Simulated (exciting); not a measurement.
# RbLuO2: the Rb L₃ edge from the Bethe–Salpeter equation, part 2 of 3

Wanted: the near-edge spectrum and the bound core excitons at the Rb L₃ edge of RbLuO2.

exciting sodium; X-ray absorption, core-level Bethe-Salpeter equation, exchange and statically screened direct term, Tamm-Dancoff, all-electron LAPW+lo LDA.

So far. Step 3 (A richer basis for the empty states): Against the first ground state the total energy moves by -10 meV an atom and the gap by -0.01 eV.

### Step 4. Screening, kernels and BSE for Rb atom 2

The absorber has 6 O at 2.88 Å (6-fold, site symmetry -3m).

Input file input.xml:

```
<input>
  <title>RbLuO2</title>
  <structure speciespath="." autormt="false" epslat="1.0e-5">
    <crystal>
      <basevect>3.2125344113 1.8547576071 12.0627517599</basevect>
      <basevect>-3.2125344113 1.8547576071 12.0627517599</basevect>
      <basevect>0.0000000000 -3.7095152142 12.0627517599</basevect>
    </crystal>
    <species speciesfile="Lu.xml" rmt="2.240">
      <atom coord="0.5000000000 0.5000000000 0.5000000000"/>
    </species>
    <species speciesfile="Rb.xml" rmt="2.464">
      <atom coord="0.0000000000 0.0000000000 0.0000000000"/>
    </species>
    <species speciesfile="O.xml" rmt="1.866">
      <atom coord="0.7770000000 0.7770000000 0.7770000000"/>
      <atom coord="0.2230000000 0.2230000000 0.2230000000"/>
    </species>
  </structure>
  <groundstate do="skip" xctype="LDA_PW" ngridk="4 4 4" rgkmax="7" gmaxvr="14" nempty="8" swidth="0.001" maxscl="100" epsengy="1e-5"/>
  <xs xstype="BSE" ngridk="3 3 3" ngridq="3 3 3" vkloff="0.097 0.273 0.493" rgkmax="7" nempty="38" gqmax="3" lmaxapwwf="5" lmaxemat="3" broad="0.02352" tevout="true">
    <energywindow intv="64.081 65.698" points="439"/>
    <screening screentype="full" nempty="58"/>
    <BSE xas="true" xasspecies="2" xasatom="1" xasedge="L3" bsetype="singlet" nstlxas="1 34"/>
    <qpointset>
      <qpoint>0 0 0</qpoint>
    </qpointset>
    <plan>
      <doonly task="xsgeneigvec"/>
      <doonly task="writepmatxs"/>
      <doonly task="scrgeneigvec"/>
      <doonly task="scrwritepmat"/>
      <doonly task="screen"/>
      <doonly task="scrcoulint"/>
    </plan>
  </xs>
</input>
```

Input file input.xml for the exchange start (cutoff and plan only):

```
  gqmax="2"
  <plan>
    <doonly task="exccoulint"/>
  </plan>
```

Input file input.xml for the last start (plan only):

```
  <plan>
    <doonly task="bse"/>
  </plan>
```

Command:

```bash
$ OMP_NUM_THREADS=1 mpirun -n 2 exciting
$ OMP_NUM_THREADS=1 mpirun -n 2 exciting
$ OMP_NUM_THREADS=2 exciting
```

Numbers of over 12 decimals in the logs are rounded to 6 here.

The program printed:

```text
| EXCITING SODIUM started for task xsgeneigvec ( 301)                          =
One-shot GS runs for BSE calculations
One-shot GS runs for k+qmt/2 grids
Info(xsgeneigvec): Generating eigenvectors for Q-point      1
Info(xsgeneigvec): Generation of eigenvectors finished
| EXCITING SODIUM started for task writepmatxs ( 320)                          =
Info(writepmatxs): Momentum matrix elements finished
| EXCITING SODIUM started for task scrgeneigvec ( 401)                         =
One-shot GS runs for BSE calculations
One-shot GS runs for k+qmt/2 grids
Info(xsgeneigvec): Generating eigenvectors for Q-point      1
Using screening GS parameters.
Info(xsgeneigvec): Generation of eigenvectors finished
| EXCITING SODIUM started for task scrwritepmat ( 420)                         =
Info(writepmatxs): Momentum matrix elements finished
Info(scrwritepmat): Momentum matrix elements for screening finished
| EXCITING SODIUM started for task screen ( 430)                               =
Info(screenlauncher): Calculating screening for unshifted q-grid.
Info(screenlauncher): Number of q points:       6
Info(screenlauncher): lowest (partially)  unoccupied state:     24
Info(screenlauncher): highest (partially) occupied state  :     23
Info(screenlauncher): number of occupied states considered:   23
Info(screenlauncher): number of unoccupied states considered:   59
Info(screenlauncher): Starting loop over q-points
Info(screenlauncher): Screening for unshifted q-grid finished
Info(screenlauncher): Screening finished
| EXCITING SODIUM started for task scrcoulint ( 440)                           =
Info(scrcoulintlauncher): Setting up screened Coulomb interaction matrix W.
Info(scrcoulintlauncher): Using momentum transfer vectors from list :   1 to  1
Info(scrcoulintlauncher): Calculating screened Coulomb interaction matrix W
Info(scrcoulintlauncher): Momentum transfer list index: iqmt=  1
Info(scrcoulintlauncher): Momentum transfer: vqmtl=   0.000   0.000   0.000
Info(scrcoulintlauncher): Calculating RR block of W
Info(scrcoulint): Inspecting occupations...
Info(setranges_modxs): Number of non-reduced k-points:       27
Info(setranges_modxs): Number of states considered:       62
Info(setranges_modxs): Number of (partially) occupied states:       28
Info(setranges_modxs): Highest (partially) occupied states:       23
Info(setranges_modxs): Number of (partially) unoccupied states:       39
Info(setranges_modxs): Lowest (partially) unoccupied states:       24
Info(scrcoulint): Selecting transitions...
Info(select_transitions): Inspecting transitions in the  band interval:
  lowest occupied state:   7
  highest occupied state:  10
  lowest unoccupied state:  24
  highest unoccupied state:  57
  Opening gap with a scissor of:      0.000/H      0.000/eV
Info(select_transitions): Number of participating transitions:    3672
Info(scrcoulint): Size of file SCCLI will be about     0.104181 GB
Info(scrcoulint): Using q-grid
Info(scrcoulint): Number of reduced q-points:      6
Info(scrcoulint): Number of non-reduced q-points:     27
Info(scrcoulint): Calculating W(G1,G2,qr) fourier coefficients
Info(scrcoulint): Calculating W matrix elements
Info(scrcoulintlauncher): Screened coulomb interaction finished for iqmt=   1
| EXCITING SODIUM started for task exccoulint ( 441)                           =
Info(exccoulintlauncher): Setting up exchange interaction matrix V.
Info(exccoulintlauncher): Using momentum transfer vectors from list :   1 to  1
Info(exccoulintlauncher):Calculating exchange interaction matrix V
Info(exccoulintlauncher): Momentum transfer list index: iqmt=  1
Info(exccoulintlauncher): Momentum transfer: vqmtl=   0.000   0.000   0.000
Info(exccoulintlauncher): Calculating RR block of V
Info(exccoulint): Inspecting occupations...
Info(setranges_modxs): Number of non-reduced k-points:       27
Info(setranges_modxs): Number of states considered:       62
Info(setranges_modxs): Number of (partially) occupied states:       28
Info(setranges_modxs): Highest (partially) occupied states:       23
Info(setranges_modxs): Number of (partially) unoccupied states:       39
Info(setranges_modxs): Lowest (partially) unoccupied states:       24
Info(exccoulint): Selecting transitions...
Info(select_transitions): Inspecting transitions in the  band interval:
  lowest occupied state:   7
  highest occupied state:  10
  lowest unoccupied state:  24
  highest unoccupied state:  57
  Opening gap with a scissor of:      0.000/H      0.000/eV
Info(select_transitions): Number of participating transitions:    3672
Info(exccoulint): Size of file EXCLI will be about     0.104181 GB
Info(exccoulint): Generating plane wave matrix elements for momentum transfer iqmt=   1
  Timing (in seconds)	   :     364.353
Info(exccoulint): Generating V matrix elements
Info(exccoulint): Zeroing Coulomb potential at G+qmt index:  1
Info(exccoulintlauncher): Exchange interaction finished for iqmt=   1
| EXCITING SODIUM started for task bse ( 445)                                  =
Info(bselauncher): Init time:    2.489105
Info(bselauncher): Setting up and diagonalizing BSE Hamiltonian.
Info(bselauncher): Using momentum transfer vectors from list :   1 to  1
Info(bselauncher): Distributing qmt-points over   1 processes.
Info(bselauncher): BSE type: singlet
Info(bselauncher): Momentum transfer list index: iqmt=  1
Info(bselauncher): Momentum transfer: vqmtl=   0.000   0.000   0.000
Info(bse): Inspecting occupations...
Info(setranges_modxs): Number of non-reduced k-points:       27
Info(setranges_modxs): Number of states considered:       62
Info(setranges_modxs): Number of (partially) occupied states:       28
Info(setranges_modxs): Highest (partially) occupied states:       23
Info(setranges_modxs): Number of (partially) unoccupied states:       39
Info(setranges_modxs): Lowest (partially) unoccupied states:       24
Info(select_transitions): Inspecting transitions in the  band interval:
  lowest occupied state:   7
  highest occupied state:  10
  lowest unoccupied state:  24
  highest unoccupied state:  57
  Opening gap with a scissor of:      0.000/H      0.000/eV
Info(select_transitions): Number of participating transitions:    3672
Info(bse): Selecting transitions...
Info(bse):bsegap (eV):  1755.967029
Info(bse): Assembling BSE matrix
  RR/RA blocks of global BSE-Hamiltonian:
  Size of the Hamiltonian:    3672
  Number of k-points:      27
  Distributing matrix to   1 processes
  Local matrix shape   3672 x  3672
Info(bse): max local RAM needed for BSE matrices ~     0.200921 GB
Info(setup_bse_block): Setting up RR part of hamiltonian
Info(setup_bse_block): Singlet spin state
Info(bse): Diagonalizing RR Hamiltonian (TDA)
Info(bse): Invoking Lapack routine ZHEEVR
      3672 eigen solutions found in the interval:
         i1=       1 i2=    3672
Info(bse): Writing excition energies and oscillator strengths to text file.
Info(makespectrum_dist): Making spectrum using formula for coupling with time reversed AR basis.
Info(makespectrum_dist): Using formalism for vanishing momentum transfer.
Info(writederived): Writing quantities derived from the macroscopic dielectric function.
Info(bselauncher): Spectrum finished for iqmt=  1
Info(bselauncher): All done for BSE type singlet
```

It took 25 min on 2 MPI ranks of Arm Neoverse V1, shared host.

Wall time by task: xsgeneigvec 13 s, writepmatxs 11 s, scrgeneigvec 7.7 s, scrwritepmat 4.6 s, screen 5.6 min, scrcoulint 11 min, exccoulint 6.2 min, bse 49 s.

The Rb L₃ spectrum of Rb atom 2 (energy from the Kohn–Sham onset, core level to the lowest empty state found on the meshes used, 1755.74 eV; the ground-state mesh sets it, and the shifted mesh has its lowest transition 0.23 eV above it; Im ε scaled to the maximum of the singlet run; cut below the end of the band set):

```
E (eV)  isotropic  ε ⊥ c  ε ∥ c
  -6.5       0.02   0.02   0.02
  -6.0       0.03   0.03   0.02
  -5.5       0.03   0.03   0.03
  -5.0       0.04   0.04   0.03
  -4.5       0.04   0.04   0.04
  -4.0       0.06   0.06   0.05
  -3.5       0.07   0.08   0.07
  -3.0       0.11   0.11   0.10
  -2.5       0.17   0.18   0.17
  -2.0       0.32   0.33   0.31
  -1.5       0.57   0.60   0.51
  -1.0       0.56   0.61   0.45
  -0.5       0.44   0.47   0.39
   0.0       0.51   0.51   0.51
   0.5       0.73   0.71   0.78
   1.0       0.99   0.95   1.07
   1.5       0.85   0.81   0.93
   2.0       0.62   0.59   0.69
   2.5       0.52   0.50   0.57
   3.0       0.47   0.46   0.51
   3.5       0.45   0.44   0.47
   4.0       0.45   0.44   0.46
   4.5       0.41   0.40   0.44
   5.0       0.38   0.37   0.40
   5.5       0.33   0.33   0.33
   6.0       0.27   0.27   0.25
   6.5       0.24   0.26   0.22
   7.0       0.26   0.28   0.21
   7.5       0.27   0.30   0.21
   8.0       0.27   0.30   0.20
   8.5       0.28   0.30   0.23
   9.0       0.27   0.27   0.29
   9.5       0.25   0.24   0.29
  10.0       0.24   0.22   0.27
  10.5       0.23   0.23   0.25
  11.0       0.23   0.23   0.22
  11.5       0.25   0.27   0.23
  12.0       0.25   0.25   0.24
  12.5       0.23   0.22   0.23
  13.0       0.21   0.21   0.22
  13.5       0.20   0.20   0.20
  14.0       0.19   0.20   0.18
  14.5       0.18   0.19   0.18
  15.0       0.18   0.18   0.19
  15.5       0.21   0.20   0.22
  16.0       0.24   0.23   0.25
  16.5       0.27   0.27   0.27
  17.0       0.30   0.31   0.27
  17.5       0.30   0.30   0.29
  18.0       0.28   0.28   0.30
  18.5       0.28   0.27   0.31
  19.0       0.26   0.24   0.30
  19.5       0.23   0.21   0.25
  20.0       0.23   0.22   0.25
  20.5       0.25   0.24   0.27
  21.0       0.26   0.25   0.29
  21.5       0.26   0.25   0.29
  22.0       0.24   0.23   0.27
  22.5       0.21   0.20   0.23
  23.0       0.20   0.19   0.22
  23.5       0.19   0.18   0.21
  24.0       0.17   0.16   0.18
  24.5       0.15   0.15   0.16
```

Maxima (height): -1.3 eV (0.61), 1.1 eV (1.00), 8.7 eV (0.28), 11.6 eV (0.26), 17.3 eV (0.30) and 21.2 eV (0.26).

The Hamiltonian has 3672 rows. The lowest groups of eigenvalues and the brightest ones, on the scale above (the program counts from the shifted mesh's onset, 0.23 eV higher). Core spinors bring spin-forbidden partners, so dark means forbidden by spin or by symmetry, and the shifted mesh splits states that symmetry would keep together:

```
energy (eV)  states within 10 meV  relative strength
     -1.497                     4               0.60
     -1.380                     4               0.86
     -1.172                     4               1.00
     -0.286                     4              0.079
     -0.068                     4              0.068
     -0.031                     4              0.096
      0.875                     8               0.41
      0.946                     4               0.34
      1.000                     4               0.38
      1.092                     4               0.58
```

### Step 5. Independent particles

input.xml, as its differences from that of step 4:

```diff
@@ -23,3 +23,3 @@
     <screening screentype="full" nempty="58"/>
-    <BSE xas="true" xasspecies="2" xasatom="1" xasedge="L3" bsetype="singlet" nstlxas="1 34"/>
+    <BSE xas="true" xasspecies="2" xasatom="1" xasedge="L3" bsetype="IP" nstlxas="1 34"/>
     <qpointset>
@@ -28,8 +28,3 @@
     <plan>
-      <doonly task="xsgeneigvec"/>
-      <doonly task="writepmatxs"/>
-      <doonly task="scrgeneigvec"/>
-      <doonly task="scrwritepmat"/>
-      <doonly task="screen"/>
-      <doonly task="scrcoulint"/>
+      <doonly task="bse"/>
     </plan>
```

Command:

```bash
$ OMP_NUM_THREADS=2 exciting
```

The program printed:

```text
| EXCITING SODIUM started for task bse ( 445)                                  =
Info(bselauncher): Init time:    2.508878
Info(bselauncher): Setting up and diagonalizing BSE Hamiltonian.
Info(bselauncher): Using momentum transfer vectors from list :   1 to  1
Info(bselauncher): Distributing qmt-points over   1 processes.
Info(bselauncher): BSE type: IP
Info(bselauncher): Momentum transfer list index: iqmt=  1
Info(bselauncher): Momentum transfer: vqmtl=   0.000   0.000   0.000
Info(bse): Inspecting occupations...
Info(setranges_modxs): Number of non-reduced k-points:       27
[...]
highest unoccupied state:  57
  Opening gap with a scissor of:      0.000/H      0.000/eV
Info(select_transitions): Number of participating transitions:    3672
Info(bse): Selecting transitions...
Info(bse):bsegap (eV):  1755.967029
Info(bse): IP requested, nothing much to do
Info(bse): Writing excition energies and oscillator strengths to text file.
Info(makespectrum_dist): Making spectrum using formula for coupling with time reversed AR basis.
Info(makespectrum_dist): Using formalism for vanishing momentum transfer.
Info(writederived): Writing quantities derived from the macroscopic dielectric function.
Info(bselauncher): Spectrum finished for iqmt=  1
Info(bselauncher): All done for BSE type IP
```

Elapsed: 4.5 s, on 2 threads.

Maxima (height): 5.4 eV (0.42), 7.1 eV (0.57), 18.8 eV (0.37), 19.9 eV (0.37) and 22.6 eV (0.39); 3 lower ones aren't listed. Against the singlet run the r.m.s. difference is 73 %. Moving the earlier curve by +6.0 eV leaves 34 %. The highest maximum lies at 7.1 eV (0.57), against 1.1 eV (1.00).

[end of part 2 of 3]

[Banner, clock and machine lines of the logs are left out without a mark of their own.]

[Logs are printed without paths, hosts, clocks, repeated set-up lines and the standing remarks that a program may print on its own settings, such as how far it seeks lower states.]

[Hosts, paths, dates, database ids (printed as entryN), source tags and the programs' standing remarks are cut or masked in the printed files.]
